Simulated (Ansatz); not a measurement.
## A low-energy model for Sr2MoO4 (I4/mmm): bands, U and J

How strongly is the local Coulomb interaction screened in Sr2MoO4 (I4/mmm)?

Method: non-magnetic LDA, then constrained RPA, plane waves, PAW, in Ansatz 0.2.0.

Report form: the programs' logs are mostly left out.

## Step 1: Set-up

The structure is tetragonal, space group I4/mmm (No. 139). The conventional cell has a = 3.917 Å, b = 3.917 Å, c = 12.859 Å, α = 90.00°, β = 90.00°, γ = 90.00°. Nearest to Sr lie 9 O at 2.45 to 2.78 Å. Nearest to Mo lie 6 O at 1.96 to 2.09 Å. O has 2 Mo at 1.96 Å and 4 Sr at 2.73 Å nearest. Nearest to O lie 1 Mo at 2.09 Å and 5 Sr at 2.45 to 2.78 Å. Farther neighbours and most contacts between anions are not listed.

 At the settings of the band run the largest force is still 0.06 eV/Å. The runs that relaxed it are not among those shown. The program's search for lower electronic states was switched off, so nothing shows that the state found is the lowest. The default PAW set here is soft_2. Its files were made with PBE.

## Step 2: LDA bands and orbital weights

This step: DFT, LDA, plane waves, PAW.

Input file input.yaml:

```yaml
crystal:
  lattice:
    - [1.9585, -1.9585, 6.4295]
    - [-1.9585, 1.9585, 6.4295]
    - [-1.9585, -1.9585, -6.4295]
  atoms:
    - { symbol: Sr, position: [0.3524437529, 0.3524437529, 0.0] }
    - { symbol: Sr, position: [0.6475562471, 0.6475562471, 0.0] }
    - { symbol: Mo, position: [0.0, 0.0, 0.0] }
    - { symbol: O, position: [0.0, 0.5, 0.5] }
    - { symbol: O, position: [0.5, 0.0, 0.5] }
    - { symbol: O, position: [0.1622553395, 0.1622553395, 0.0] }
    - { symbol: O, position: [0.8377446605, 0.8377446605, 0.0] }
kpoints:
  mp_grid: { grid: [12, 12, 12] }
  band_path:
    path:
      - [[0.0, 0.0, 0.0], [0.0, 0.0, 0.5], [0.25, 0.25, 0.25], [0.0, 0.5, 0.0], [0.0, 0.0, 0.0], [0.5, 0.5, -0.5], [0.27319705, 0.72680295, -0.27319705]]
      - [[-0.27319705, 0.27319705, 0.27319705], [0.0, 0.0, 0.0]]
      - [[0.0, 0.0, 0.5], [-0.0463941, 0.0463941, 0.5]]
      - [[0.5, 0.5, -0.0463941], [0.5, 0.5, -0.5]]
    npoints: 10
hamiltonian:
  xc: lda
scf:
  occupations: { method: gaussian, width: 0.08 }
  n_extra_bands: 19
  max_iter: 150
  lower_state_search: "off"
output:
  eigenvalues: true
  forces: true
  stress: true
  fatbands: true
  write_density: true
  write_potential: true
  elf: true
  volumetric_format: npy
```

Command:

```bash
ansatz run input.yaml --threads 8 --pin off --max-ram 18432MiB --backend cpu --events-out ev --progress --plain --runs-dir out
```

Elapsed: 11 s, on 8 threads of Arm Neoverse V2, shared host; peak memory 0.87 GiB; 82 s of CPU time.

This step gave:

| Item | Value |
| --- | --- |
| pressure | -7.686 GPa |

Electronic bands along the path, in eV, zero at the Fermi level:

```
     point  band 26  band 27  band 28  band 29  band 30  band 31  band 32  band 33
         Γ    -3.13    -3.09    -3.09    -1.83    -0.65    -0.65     1.43     2.21
   halfway    -3.56    -3.32    -3.20     0.09     0.35     0.35     2.95     3.54
         X    -3.54    -3.37    -2.90     1.27     1.53     1.95     2.62     3.92
   halfway    -3.54    -3.27    -2.95     1.29     1.47     1.96     2.80     3.67
         P    -3.54    -3.09    -3.09     1.36     1.36     1.97     3.21     3.21
   halfway    -3.77    -3.35    -3.25     0.45     1.27     1.31     3.31     3.66
         N    -3.63    -3.46    -3.37    -0.26     0.94     1.19     2.87     3.71
   halfway    -3.59    -3.39    -3.20    -0.46    -0.34     0.06     2.57     2.92
         Γ    -3.13    -3.09    -3.09    -1.83    -0.65    -0.65     1.43     2.21
   halfway    -3.52    -3.21    -3.21    -1.83    -0.42    -0.42     1.74     1.85
         M    -3.84    -3.29    -3.29    -1.83    -0.19    -0.19     1.45     2.23
   halfway    -3.86    -3.46    -3.25    -0.54    -0.19     0.20     2.32     2.80
         S    -3.63    -3.61    -3.30    -0.23     0.88     1.18     2.80     3.64
jump to S0    -3.63    -3.61    -3.30    -0.23     0.88     1.18     2.80     3.64
   halfway    -3.54    -3.40    -3.20    -0.49    -0.16     0.16     2.58     3.13
         Γ    -3.13    -3.09    -3.09    -1.83    -0.65    -0.65     1.43     2.21
 jump to X    -3.54    -3.37    -2.90     1.27     1.53     1.95     2.62     3.92
   halfway    -3.55    -3.38    -2.90     1.26     1.52     1.93     2.64     3.91
         R    -3.56    -3.42    -2.90     1.21     1.49     1.88     2.67     3.88
 jump to G    -3.56    -3.42    -2.90     1.21     1.49     1.88     2.67     3.88
   halfway    -3.65    -3.41    -3.19     0.10     0.17     0.40     3.04     3.25
         M    -3.84    -3.29    -3.29    -1.83    -0.19    -0.19     1.45     2.23
```

Of the projections kept (Mo 4d, O 2p), the largest for each band there; the rest of the weight can lie on other orbitals:

```
point    band 26    band 27    band 28     band 29     band 30     band 31     band 32     band 33
    Γ  O 2p 0.96  O 2p 0.98  O 2p 0.98  Mo 4d 0.98  Mo 4d 0.68  Mo 4d 0.68  Mo 4d 0.08  Mo 4d 0.72
    X  O 2p 0.99  O 2p 0.96  O 2p 0.98  Mo 4d 0.57  Mo 4d 0.65  Mo 4d 0.61   O 2p 0.03  Mo 4d 0.08
    P  O 2p 0.99  O 2p 0.96  O 2p 0.96  Mo 4d 0.59  Mo 4d 0.59  Mo 4d 0.61  Mo 4d 0.06  Mo 4d 0.06
    N  O 2p 0.95  O 2p 0.95  O 2p 0.92  Mo 4d 0.72  Mo 4d 0.68  Mo 4d 0.63  Mo 4d 0.65   O 2p 0.13
    Γ  O 2p 0.96  O 2p 0.98  O 2p 0.98  Mo 4d 0.98  Mo 4d 0.68  Mo 4d 0.68  Mo 4d 0.08  Mo 4d 0.72
    M  O 2p 0.88  O 2p 0.96  O 2p 0.96  Mo 4d 0.99  Mo 4d 0.67  Mo 4d 0.67           -  Mo 4d 0.75
```

ELF in the ac plane of the conventional cell at fractional y = 0.000, with atoms of Sr and Mo and O within 0.2 Å of it. It is the smooth field of the valence electrons, not physical close to the nuclei.

Values, 24 rows by 14 columns, each cell a mean:
```
0.59 0.67 0.56 0.24 0.46 0.75 0.71 0.64 0.75 0.68 0.29 0.36 0.64 0.65
0.38 0.35 0.26 0.16 0.23 0.43 0.57 0.61 0.53 0.35 0.17 0.19 0.30 0.37
0.65 0.63 0.54 0.34 0.15 0.09 0.11 0.12 0.10 0.10 0.22 0.43 0.58 0.64
0.49 0.71 0.79 0.66 0.37 0.12 0.03 0.02 0.06 0.20 0.51 0.74 0.78 0.62
0.69 0.77 0.78 0.66 0.41 0.15 0.04 0.02 0.07 0.24 0.53 0.73 0.79 0.74
0.44 0.42 0.36 0.27 0.15 0.07 0.03 0.02 0.04 0.09 0.20 0.31 0.39 0.43
0.50 0.47 0.36 0.20 0.06 0.02 0.02 0.02 0.02 0.03 0.11 0.27 0.41 0.49
0.57 0.73 0.82 0.67 0.26 0.05 0.02 0.02 0.02 0.09 0.44 0.77 0.81 0.66
0.23 0.57 0.82 0.75 0.32 0.06 0.03 0.03 0.03 0.11 0.52 0.82 0.76 0.41
0.77 0.79 0.70 0.40 0.13 0.13 0.21 0.24 0.18 0.10 0.21 0.55 0.76 0.78
0.41 0.32 0.18 0.15 0.37 0.60 0.70 0.72 0.67 0.52 0.26 0.13 0.23 0.37
0.03 0.03 0.11 0.40 0.72 0.79 0.63 0.50 0.72 0.79 0.61 0.24 0.06 0.03
0.07 0.06 0.08 0.32 0.65 0.78 0.71 0.64 0.75 0.75 0.52 0.19 0.06 0.06
0.62 0.52 0.32 0.16 0.23 0.44 0.58 0.61 0.53 0.35 0.16 0.21 0.42 0.58
0.64 0.76 0.80 0.55 0.17 0.07 0.10 0.12 0.09 0.08 0.32 0.69 0.80 0.70
0.20 0.57 0.83 0.77 0.34 0.06 0.02 0.02 0.03 0.12 0.55 0.83 0.76 0.39
0.70 0.76 0.75 0.54 0.19 0.04 0.02 0.02 0.02 0.07 0.33 0.65 0.77 0.74
0.33 0.30 0.22 0.12 0.05 0.03 0.02 0.02 0.02 0.03 0.07 0.16 0.25 0.32
0.63 0.60 0.54 0.42 0.24 0.10 0.03 0.02 0.05 0.15 0.32 0.48 0.57 0.62
0.58 0.74 0.81 0.70 0.43 0.16 0.04 0.02 0.07 0.25 0.57 0.76 0.80 0.67
0.58 0.73 0.76 0.59 0.30 0.10 0.04 0.03 0.05 0.16 0.43 0.69 0.77 0.68
0.52 0.48 0.38 0.23 0.13 0.15 0.22 0.24 0.19 0.13 0.16 0.30 0.43 0.50
0.48 0.47 0.33 0.18 0.32 0.58 0.69 0.72 0.66 0.48 0.21 0.23 0.40 0.48
0.49 0.67 0.60 0.26 0.50 0.76 0.64 0.50 0.72 0.71 0.31 0.39 0.67 0.61
```
Columns run along a (3.9 Å), rows up along c (12.9 Å), edges of the conventional cell, whose origin can differ from the input's. Atoms in or near the plane, at fractional coordinates: Sr at (0.00, 0.35), Sr at (0.00, 0.65), Mo at (0.00, 0.00), O at (0.50, 0.00), O at (0.50, 0.50), O at (0.00, 0.16), O at (0.00, 0.84).

Valence density in the ac plane of the conventional cell at fractional y = 0.000, with atoms of Sr and Mo and O within 0.2 Å of it. It is the smooth field of the valence electrons, not physical close to the nuclei.

Ten even steps from '_' (0.0 e/Å³) to '@' (6.5 e/Å³), each cell a mean:
```
%%##--....--**##==::..::++%%
::..____________________....
::..____________________..::
@@**::________________..==%%
**==..__________________::++
____________________________
..________________________..
----::________________..::--
::----..______________::----
--::..__________________..::
____________..::..__________
________..--%%@@**::________
__________::**##==..________
..__________________________
----::________________..::--
::----..______________::----
--::..________________..::--
____________________________
....______________________..
%%++::________________..--##
%%++::________________..--**
....______________________..
--::..____....::..______::--
@@%%==....==%%@@**::..::**@@
```
Columns run along a (3.9 Å), rows up along c (12.9 Å), edges of the conventional cell, whose origin can differ from the input's. Atoms in or near the plane, at fractional coordinates: Sr at (0.00, 0.35), Sr at (0.00, 0.65), Mo at (0.00, 0.00), O at (0.50, 0.00), O at (0.50, 0.50), O at (0.00, 0.16), O at (0.00, 0.84).

## Step 3: Constrained RPA: Mo t2g, bands v1 to c2, 6×6×6 mesh, medium accuracy

Constrained RPA screens the interaction with every transition except those inside the target bands, which a later many-body model would treat itself.

This step: constrained RPA on LDA, plane waves, PAW.

input.yaml, the sections that differ from step 2:

```yaml
kpoints:
  mp_grid: { grid: [12, 12, 12] }
output:
  crpa:
    kmesh: [6, 6, 6]
    target_bands: [v1, c2]
    projections: [{ species: Mo, l: d, shell: 4, orbitals: [dxz, dyz, dxy] }]
  local_orbitals:
    kmesh: [6, 6, 6]
    orbitals: [{ species: Mo, l: d, shell: 4, orbitals: [dxz, dyz, dxy] }]
    window: { bands: [v1, c2] }
    seedname: lo
# crystal, hamiltonian, scf: as in step 2
```

Run time: 9.8 min. Hardware: 8 threads; peak memory 1.5 GiB; 75 min of CPU time.

This step gave:

```yaml
u: 2.751 eV
u_prime_inter_orbital: 2.188 eV
j: 0.2647 eV
bare_v: 10.98 eV
bare_j: 0.3731 eV
stated_bound_on_u: 0.003715 eV
u_over_bare_v: 0.2505
electrons_in_the_window: 2
head_of_the_constrained_inverse_dielectric_matrix: 0.2150
least_eigenvalue_of_the_projection_s_overlap: 0.5727
target_functions: 3
bands_in_the_sums: 62
r_m_s_miss_of_the_model_bands: 0.002212 eV
width_of_the_target_bands: 3.796 eV
weight_of_the_projected_orbitals_in_the_window: 0.6800
```

On the Mo t2g shell, screening brings the on-site interaction from 11.0 eV down to U = 2.75 eV.

Kanamori averages over each shell's functions. Crpa shells, by row:

```
site  element  shell  orbitals  U (eV)  U' (eV)  J (eV)  bare V (eV)  bare V' (eV)  bare J (eV)  bound on U (eV)
   3       Mo     4D         3   2.751    2.188  0.2647        10.98         10.13       0.3731         0.003715
```

Density-density elements U_iijj, eV. U matrix, by row:

```
orbital  Mo3 dxz  Mo3 dyz  Mo3 dxy
Mo3 dxz    2.659    2.127    2.218
Mo3 dyz    2.127    2.659    2.218
Mo3 dxy    2.218    2.218    2.933
```

Exchange elements U_ijji, eV. J matrix, by row:

```
orbital  Mo3 dxz  Mo3 dyz  Mo3 dxy
Mo3 dxz        -    0.253    0.271
Mo3 dyz    0.253        -    0.271
Mo3 dxy    0.271    0.271        -
```

Projected local orbitals of the target window. The electronic bands at the labelled points (eV, zero at the Fermi level; # counts the bands kept):

```
     point     #1     #2     #3
         Γ  -1.83  -0.65  -0.65
   halfway   0.08   0.34   0.35
         X   1.27   1.53   1.95
   halfway   1.29   1.47   1.96
         P   1.36   1.36   1.97
   halfway   0.45   1.27   1.31
         N  -0.26   0.94   1.19
   halfway  -0.46  -0.33   0.06
         Γ  -1.83  -0.65  -0.65
   halfway  -1.83  -0.42  -0.42
         M  -1.83  -0.19  -0.19
   halfway  -0.54  -0.19   0.20
         S  -0.23   0.88   1.18
jump to S0  -0.23   0.88   1.18
   halfway  -0.49  -0.15   0.16
         Γ  -1.83  -0.65  -0.65
 jump to X   1.27   1.53   1.95
   halfway   1.26   1.52   1.93
         R   1.22   1.49   1.88
 jump to G   1.22   1.49   1.88
   halfway   0.09   0.17   0.40
         M  -1.83  -0.19  -0.19
```

The same for Kohn-Sham, solved directly:

```
point     #1     #2     #3
    Γ  -1.83  -0.65  -0.65
    X   1.27   1.53   1.95
    P   1.36   1.36   1.97
    N  -0.26   0.94   1.19
    Γ  -1.83  -0.65  -0.65
    M  -1.83  -0.19  -0.19
    S  -0.23   0.88   1.18
   S0  -0.23   0.88   1.18
    Γ  -1.83  -0.65  -0.65
    X   1.27   1.53   1.95
    R   1.21   1.49   1.88
    G   1.21   1.49   1.88
    M  -1.83  -0.19  -0.19
```

Onsite levels, by row:

```
orbital  level less Fermi level (eV)
Mo3 dxz                       0.3883
Mo3 dyz                       0.3883
Mo3 dxy                       0.4513
```

Largest distinct elements between sites. Hoppings, by row:

```
   from       to     cell  distance (Å)   t (eV)
Mo3 dxy  Mo3 dxy  -1 0 -1         3.917  -0.4384
Mo3 dyz  Mo3 dyz  -1 0 -1         3.917  -0.4069
Mo3 dxy  Mo3 dxy   -1 1 0         5.539  -0.1072
Mo3 dyz  Mo3 dyz    0 1 1         3.917  -0.0588
Mo3 dxz  Mo3 dxz  0 -2 -2         7.834   0.0408
Mo3 dyz  Mo3 dyz    1 1 1         7.001  -0.0265
Mo3 dyz  Mo3 dxz    0 1 0         7.001   0.0229
Mo3 dxy  Mo3 dxy    2 0 2         7.834     0.02
Mo3 dxy  Mo3 dxy    2 1 3         8.759  -0.0139
Mo3 dxz  Mo3 dxz  1 -2 -1         8.759   0.0076
Mo3 dxy  Mo3 dxy    2 2 4         11.08  -0.0075
Mo3 dxz  Mo3 dyz  0 -2 -1         8.927   0.0041
```

## Step 4: Beside a published calculation

Published values for Mo t2g (constrained RPA on LDA, LAPW basis, projected t2g orbitals; Vaugier, Jiang, Biermann, Phys. Rev. B 86, 165105 (2012), Table VII, arXiv:1206.3533):

```
quantity  here (eV)  published (eV)  difference (%)
       U       2.75            2.77              −1
       J       0.26            0.28              −5
      U′       2.19            2.15              +2
```

## Step 5: Outcome

```yaml
mo_t2g: U 2.75 eV, U′ 2.19 eV, J 0.26 eV, bare V 11.0 eV
method: constrained RPA on non-magnetic LDA, 6×6×6 mesh, static; search for lower states off
```

For Mo t2g, screening cuts the on-site interaction from 10.98 eV to 2.75 eV (25 %), while J goes only from 0.37 eV to 0.26 eV: the monopole is screened far more than the multipoles. U − 2J differs from U′ by +0.03 eV, so the Kanamori relation holds well. U is 0.72 times the width of the target bands. The published U of 2.77 eV, itself a calculation in another basis and with its own orbitals, lies +0.02 eV from this one. The parent state is non-magnetic and the interaction static (zero frequency); U depends on the window and the orbitals, so it belongs to this model alone. The bands cross the Fermi level under this constraint, which need not be the crystal's state: magnetic order, correlation or a lattice distortion may open a gap.

[Paths, hosts, dates, memory and timing lines, banners, echoed tables and standing remarks are left out of the program output.]

[Logs are printed without paths, hosts, clocks, repeated set-up lines and the standing remarks that a program may print on its own settings, such as how far it seeks lower states.]

[Runs of the session that timed out or met a known fault of the program may be left out.]

[Hosts, paths, dates, database ids (printed as entryN), source tags and the programs' standing remarks are cut or masked in the printed files.]
